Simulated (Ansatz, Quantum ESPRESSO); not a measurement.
# MgO (Periclase): third-order response

Aim: Raman and infrared lines of MgO (Periclase).

Method: DFT LDA, scalar-relativistic, plane waves, PseudoDojo norm-conserving pseudopotentials, in Quantum ESPRESSO 8.0 development, patched.

The experiments to compare with:

“Infrared Optical Properties of Ferropericlase (Mg1-xFexO): Experiment and Theory” (2007, arxiv:0704.2267) quotes from earlier work for MgO, rocksalt (bulk crystal): lattice constant a (cubic lattice constant) 4.212 Å [literature value, temperature not stated]; ε∞ (high-frequency dielectric constant) 2.95 ± 0.1 at 295 K; infrared mode (TO phonon at Gamma (T1u)) 396.5 cm⁻¹ at 295 K.

For MgO, rocksalt (bulk crystal), “Electronic structure of alkaline earth and post-transition metal oxides” (2009, arxiv:0908.1581) quotes earlier work: band gap (literature experimental gap) 7.83 eV [Literature value based on experiment; other listed experimental values range from 7.7 to …].

The database entry behind the starting cell differs from later determinations by our own check (about 0.1 % long), so it need not match the best structure at ambient conditions.

### Step 1. Starting point

Symmetry: Fm-3m, No. 225, cubic system. The conventional cell has a = 4.217 Å, b = 4.217 Å, c = 4.217 Å, α = 90.00°, β = 90.00°, γ = 90.00°. Nearest to Mg lie 6 O at 2.11 Å. O has 6 Mg at 2.11 Å nearest. Farther neighbours and most contacts between anions are not listed.

As a file:

```
CELL_PARAMETERS angstrom
-2.10850 0.00000 2.10850
0.00000 2.10850 2.10850
-2.10850 2.10850 0.00000
ATOMIC_POSITIONS crystal
Mg 0.00000 0.00000 0.00000
O 0.50000 0.50000 0.50000
```

### Step 2. A first look

Before anything dear is run, a loose run with smearing shows whether this is a metal and how far the cell is from rest.

probe.in reads:

```
&control
   calculation = 'scf'
   prefix = 'x'
   outdir = './tmp'
   pseudo_dir = './pseudo'
   tprnfor = .true.
   tstress = .true.
   verbosity = 'high'
/
&system
   ibrav = 2
   celldm(1) = 7.96897507
   nat = 2
   ntyp = 2
   ecutwfc = 84.0
   occupations = 'smearing'
   smearing = 'gaussian'
   degauss = 0.01
/
&electrons
   conv_thr = 1.0d-07
   mixing_beta = 0.7
   electron_maxstep = 100
/
ATOMIC_SPECIES
 Mg     24.3050  Mg.upf
 O      15.9990  O.upf
ATOMIC_POSITIONS crystal
 Mg     0.000000000   0.000000000   0.000000000
 O      0.500000000   0.500000000   0.500000000
K_POINTS automatic
 8 8 8 0 0 0
```

The run is started by

```sh
OMP_NUM_THREADS=1 mpirun -n 2 pw.x -nk 2 -in probe.in > probe.out
```

Output:

```text
[banners, grids, parts of the stress and lines that vanish by symmetry left out]
Program PWSCF v.8.0dev
     bravais-lattice index     =            2
     lattice parameter (alat)  =       7.9690  a.u.
[...]
kinetic-energy cutoff     =      84.0000  Ry
     charge density cutoff     =     336.0000  Ry
     scf convergence threshold =      1.0E-07
[...]
Exchange-correlation= SLA-PW-NOGX-NOGC
                           (   1   4   0   0   0   0   0)
[...]
48 Sym. Ops., with inversion, found
[...]
(     0          1          0      )
                  (     0          0          1      )
[...]
(  0.0000000  1.0000000  0.0000000 )
                  (  0.0000000  0.0000000  1.0000000 )
[...]
(     1          0         -1      )
                  (     0          0         -1      )
[...]
(  0.0000000 -1.0000000  0.0000000 )
[...]
(     0          1         -1      )
                  (     0          1          0      )
[...]
( -1.0000000  0.0000000  0.0000000 )
                  (  0.0000000  1.0000000  0.0000000 )
[...]
number of k points=    29  Gaussian smearing, width (Ry)=  0.0100
[...]
End of self-consistent calculation
[...]
the Fermi energy is    10.1914 ev
!    total energy              =    -151.83405386 Ry
[...]
convergence has been achieved in   7 iterations
[...]
atom    1 type  1   force =     0.00000000    0.00000000    0.00000000
     atom    2 type  2   force =     0.00000000    0.00000000   -0.00000000
[...]
Total force =     0.000000     Total SCF correction =     0.000000
[...]
total   stress  (Ry/bohr**3)                   (kbar)     P=      -65.28
[...]
XML data file, charge density, pseudopotentials, collected wavefunctions

   JOB DONE.
```

Run time: 3.8 s. Hardware: 2 MPI ranks of Intel Xeon Platinum 8488C (Sapphire Rapids), shared host.

This step gave:

```
volume per atom   : 9.374 Å³
pressure          : -6.528 GPa
gap on the k-mesh : 4.655 eV
```

A gap of 4.7 eV opens on this mesh, so the crystal is taken as an insulator; the start stands at -6.5 GPa.

### Step 3. Relaxation

The relaxation runs at a cutoff a fifth above that of the response, since stress converges more slowly with the basis than frequencies do. Forces and stress are brought to rest with tight thresholds.

relax.in reads:

```
&control
   calculation = 'vc-relax'
   prefix = 'x'
   outdir = './tmp'
   pseudo_dir = './pseudo'
   tprnfor = .true.
   tstress = .true.
   forc_conv_thr = 2.0d-05
   etot_conv_thr = 1.0d-07
   nstep = 40
/
&system
   ibrav = 2
   celldm(1) = 7.96897507
   nat = 2
   ntyp = 2
   ecutwfc = 101
   occupations = 'fixed'
   nbnd = 10
/
&electrons
   conv_thr = 1.0d-11
   mixing_beta = 0.7
   electron_maxstep = 100
/
&ions
/
&cell
   press_conv_thr = 0.2
/
ATOMIC_SPECIES
 Mg     24.3050  Mg.upf
 O      15.9990  O.upf
ATOMIC_POSITIONS crystal
 Mg     0.000000000   0.000000000   0.000000000
 O      0.500000000   0.500000000   0.500000000
K_POINTS automatic
 8 8 8 0 0 0
```

The run is started by

```sh
OMP_NUM_THREADS=1 mpirun -n 2 pw.x -nk 2 -in relax.in > relax.out
```

Output:

```text
[banners, grids, parts of the stress and lines that vanish by symmetry left out]
[banner, memory and clock lines left out]
Program PWSCF v.8.0dev

[...]
kinetic-energy cutoff     =     101.0000  Ry
     charge density cutoff     =     404.0000  Ry
     scf convergence threshold =      1.0E-11
[...]
energy convergence thresh.=      1.0E-07
     force convergence thresh. =      2.0E-05
     press convergence thresh. =      2.0E-01
     Exchange-correlation= SLA-PW-NOGX-NOGC
                           (   1   4   0   0   0   0   0)
[...]
48 Sym. Ops., with inversion, found
[...]
number of k points=    29
[...]
End of self-consistent calculation
[...]
highest occupied, lowest unoccupied level (ev):     7.6475   12.3031
!    total energy              =    -151.83410092 Ry
[...]
convergence has been achieved in  12 iterations
[...]
atom    1 type  1   force =     0.00000000    0.00000000    0.00000000
     atom    2 type  2   force =     0.00000000    0.00000000    0.00000000
     Total force =     0.000000     Total SCF correction =     0.000000
[...]
total   stress  (Ry/bohr**3)                   (kbar)     P=      -64.34
[...]
number of bfgs steps    =   0
[...]
CELL_PARAMETERS (alat=  7.96897507)
[...]
ATOMIC_POSITIONS (crystal)
Mg               0.0000000000        0.0000000000        0.0000000000
O                0.5000000000        0.5000000000        0.5000000000
[...]
New effective cutoffs (rho, wfc):  411.79  103.22
[...]
End of self-consistent calculation
[...]
highest occupied, lowest unoccupied level (ev):     8.0589   13.0428
!    total energy              =    -151.83519926 Ry
[...]
convergence has been achieved in   7 iterations
[...]
atom    1 type  1   force =     0.00000000    0.00000000    0.00000000
     atom    2 type  2   force =    -0.00000000   -0.00000000   -0.00000000
     Total force =     0.000000     Total SCF correction =     0.000000
[...]
total   stress  (Ry/bohr**3)                   (kbar)     P=      -12.91
[...]
number of bfgs steps    =   1
[...]
CELL_PARAMETERS (alat=  7.96897507)
[...]
ATOMIC_POSITIONS (crystal)
Mg               0.0000000000        0.0000000000        0.0000000000
O                0.5000000000        0.5000000000        0.5000000000
[...]
New effective cutoffs (rho, wfc):  414.03  103.78
[...]
End of self-consistent calculation
[...]
highest occupied, lowest unoccupied level (ev):     8.1623   13.2291
!    total energy              =    -151.83524010 Ry
[...]
convergence has been achieved in   7 iterations
[...]
atom    1 type  1   force =     0.00000000    0.00000000    0.00000000
     atom    2 type  2   force =    -0.00000000   -0.00000000   -0.00000000
     Total force =     0.000000     Total SCF correction =     0.000000
[...]
total   stress  (Ry/bohr**3)                   (kbar)     P=        0.86
[...]
number of bfgs steps    =   2
[...]
CELL_PARAMETERS (alat=  7.96897507)
[...]
ATOMIC_POSITIONS (crystal)
[...]
New effective cutoffs (rho, wfc):  413.89  103.74
[...]
End of self-consistent calculation
[...]
highest occupied, lowest unoccupied level (ev):     8.1558   13.2174
!    total energy              =    -151.83524027 Ry
[...]
convergence has been achieved in   5 iterations
[...]
atom    1 type  1   force =     0.00000000    0.00000000    0.00000000
     atom    2 type  2   force =     0.00000000    0.00000000    0.00000000
     Total force =     0.000000     Total SCF correction =     0.000000
[...]
total   stress  (Ry/bohr**3)                   (kbar)     P=       -0.01
[...]
number of bfgs steps    =   3
[...]
small trust_radius: resetting bfgs history
[...]
CELL_PARAMETERS (alat=  7.96897507)
[...]
ATOMIC_POSITIONS (crystal)
[...]
New effective cutoffs (rho, wfc):  413.89  103.74
[...]
End of self-consistent calculation
[...]
highest occupied, lowest unoccupied level (ev):     8.1558   13.2176
!    total energy              =    -151.83524027 Ry
[...]
convergence has been achieved in   1 iterations
[...]
atom    1 type  1   force =    -0.00000000   -0.00000000    0.00000000
     atom    2 type  2   force =     0.00000000    0.00000000    0.00000000
     Total force =     0.000000     Total SCF correction =     0.000000
[...]
total   stress  (Ry/bohr**3)                   (kbar)     P=        0.00
[...]
bfgs converged in   5 scf cycles and   4 bfgs steps
[...]
End of BFGS Geometry Optimization
     Final enthalpy           =    -151.8352402744 Ry
     File ./tmp/x.bfgs deleted, as requested
[...]
CELL_PARAMETERS (alat=  7.96897507)
[...]
ATOMIC_POSITIONS (crystal)
Mg               0.0000000000        0.0000000000        0.0000000000
O                0.5000000000        0.5000000000        0.5000000000
[...]
Final scf calculation at the relaxed structure.
[...]
kinetic-energy cutoff     =     101.0000  Ry
     charge density cutoff     =     404.0000  Ry
     scf convergence threshold =      1.0E-13
[...]
press convergence thresh. =      2.0E-01
     Exchange-correlation= SLA-PW-NOGX-NOGC
                           (   1   4   0   0   0   0   0)
[...]
48 Sym. Ops., with inversion, found
[...]
number of k points=    29
[...]
End of self-consistent calculation
[...]
highest occupied, lowest unoccupied level (ev):     8.1558   13.2176
!    total energy              =    -151.83523738 Ry
[...]
convergence has been achieved in  15 iterations
[...]
atom    1 type  1   force =     0.00000000    0.00000000    0.00000000
     atom    2 type  2   force =     0.00000000    0.00000000    0.00000000
     Total force =     0.000000     Total SCF correction =     0.000000
[...]
total   stress  (Ry/bohr**3)                   (kbar)     P=       -0.04
[...]
XML data file, charge density, pseudopotentials, collected wavefunctions
```

The job ended after 21 s (2 MPI ranks).

Step by step:

| step | energy less that of the first step (eV) | largest force (eV/Å) | pressure (GPa) | volume (Å³) |
| --- | --- | --- | --- | --- |
| 1 | 0.0000 | 0.0000 | -6.43 | 18.75 |
| 2 | -0.0149 | 0.0000 | -1.29 | 18.14 |
| 3 | -0.0155 | 0.0000 | 0.09 | 17.99 |
| 4 | -0.0155 | 0.0000 | 0.00 | 18.00 |
| 5 | -0.0155 | 0.0000 | 0.00 | 18.00 |
| 6 | -0.0155 | 0.0000 | 0.00 | 18.00 |

| conventional cell, symmetrised | before | after | change |
| --- | --- | --- | --- |
| a (Å) | 4.217 | 4.160 | -1.3 % |
| b (Å) | 4.217 | 4.160 | -1.3 % |
| c (Å) | 4.217 | 4.160 | -1.3 % |
| volume (Å³/atom) | 9.37 | 9.00 | -4.0 % |

Final coordinates:

```
CELL_PARAMETERS angstrom
-2.08016 0.00000 2.08016
0.00000 2.08016 2.08016
-2.08016 2.08016 0.00000
ATOMIC_POSITIONS crystal
Mg 0.00000 0.00000 0.00000
O 0.50000 0.50000 0.50000
```

The last row of the table of steps is pw.x's closing run on a basis chosen anew for the final cell, so its energy can jump.

Read from the output:

```yaml
volume_per_atom: 9.001 Å³
pressure: -0.004 GPa
gap_on_the_k_mesh: 5.062 eV
```

The volume changes by -4.0 % from the cell with which this run began.

### Step 4. Ground state

The response is built on this ground state, so it is converged far tighter than an energy would need. With a gap, occupations are fixed, which also allows the response to an electric field.

scf.in reads:

```
&control
   calculation = 'scf'
   prefix = 'x'
   outdir = './tmp'
   pseudo_dir = './pseudo'
   tprnfor = .true.
   tstress = .true.
/
&system
   ibrav = 2
   celldm(1) = 7.8618697
   nat = 2
   ntyp = 2
   ecutwfc = 84.0
   occupations = 'fixed'
   nbnd = 10
/
&electrons
   conv_thr = 1.0d-12
   mixing_beta = 0.7
   electron_maxstep = 100
/
ATOMIC_SPECIES
 Mg     24.3050  Mg.upf
 O      15.9990  O.upf
ATOMIC_POSITIONS crystal
 Mg     0.000000000   0.000000000   0.000000000
 O      0.500000000   0.500000000   0.500000000
K_POINTS automatic
 8 8 8 0 0 0
```

The run is started by

```sh
OMP_NUM_THREADS=1 mpirun -n 2 pw.x -nk 2 -in scf.in > scf.out
```

Output:

```text
[banners, grids, parts of the stress and lines that vanish by symmetry left out]
[banner, memory and clock lines left out]
Program PWSCF v.8.0dev

[...]
kinetic-energy cutoff     =      84.0000  Ry
     charge density cutoff     =     336.0000  Ry
     scf convergence threshold =      1.0E-12
[...]
Exchange-correlation= SLA-PW-NOGX-NOGC
                           (   1   4   0   0   0   0   0)
[...]
48 Sym. Ops., with inversion, found
[...]
number of k points=    29
[...]
End of self-consistent calculation
[...]
highest occupied, lowest unoccupied level (ev):     8.1559   13.2176
!    total energy              =    -151.83519053 Ry
[...]
convergence has been achieved in  12 iterations
[...]
atom    1 type  1   force =     0.00000000    0.00000000    0.00000000
     atom    2 type  2   force =     0.00000000    0.00000000   -0.00000000
     Total force =     0.000000     Total SCF correction =     0.000000
[...]
total   stress  (Ry/bohr**3)                   (kbar)     P=       -0.65
[...]
XML data file, charge density, pseudopotentials, collected wavefunctions
```

The job ended after 4.6 s (2 MPI ranks; 8.7 s of CPU time).

This step gave:

```yaml
pressure: -0.065 GPa
```

The cell stands at -0.065 GPa, close enough for phonons.

(Continued in part 2 of 3.)

[Host names and launcher messages were left out of these logs when they were recorded.]

[Logs are printed without paths, hosts, clocks, repeated set-up lines and the standing remarks that a program may print on its own settings, such as how far it seeks lower states.]

[Hosts, paths, dates, database ids (printed as entryN), source tags and the programs' standing remarks are cut or masked in the printed files.]
